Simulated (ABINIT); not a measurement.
Planning a run of ABINIT 10.8.3 on BaTiO3 (P4mm). The input:

```
acell 3*1.0 Angstrom
rprim 
  3.990480000000 0.000000000000 0.000000000000
  0.000000000000 3.990480000000 0.000000000000
  0.000000000000 0.000000000000 4.023030000000
ntypat 3
znucl 56 22 8
natom 5
typat 1 2 3 3 3
xred 
  0.000000000000 0.000000000000 0.000000000000
  0.500000000000 0.500000000000 0.522000000000
  0.500000000000 0.500000000000 0.979000000000
  0.500000000000 0.000000000000 0.488000000000
  0.000000000000 0.500000000000 0.488000000000
pp_dirpath "pseudos"
pseudos "Ba.upf, Ti.upf, O.upf"
ecut 38
ngkpt 4 4 4
nshiftk 1
shiftk 0 0 0
kptopt 1
chksymbreak 0
iscf -2
irdden 1
istwfk *1
nband 88
nbdbuf 8
tolwfr 1e-09
nstep 60
prtvol 0
indata_prefix "in"
outdata_prefix "out"
tmpdata_prefix "tmp"
```

```sh
OMP_NUM_THREADS=1 mpirun -n 4 abinit run.abi > log
```

**Question.** Estimate wall time and host memory on 4 MPI ranks of Arm Neoverse V1, shared host.

It took 64 s; on shared hardware allow 32 s to 2.1 min. Peak host memory was 0.39 GiB.

[Paths, hosts, dates, memory and timing lines, banners, echoed tables and standing remarks are left out of the program output.]

[Logs are printed without paths, hosts, clocks, repeated set-up lines and the standing remarks that a program may print on its own settings, such as how far it seeks lower states.]

[Runs of the session that timed out or met a known fault of the program may be left out.]

[Hosts, paths, dates, database ids (printed as entryN), source tags and the programs' standing remarks are cut or masked in the printed files.]

[G0W0 gaps are taken among the corrected bands and points alone; a level outside them can change the order at an edge.]

[Where Ansatz stands beside ABINIT at settings called matched, ABINIT's density can come from a denser mesh and the files from another edition; pairs whose starting gaps differed by over 0.03 eV were left out, so agreement reads better than it is.]
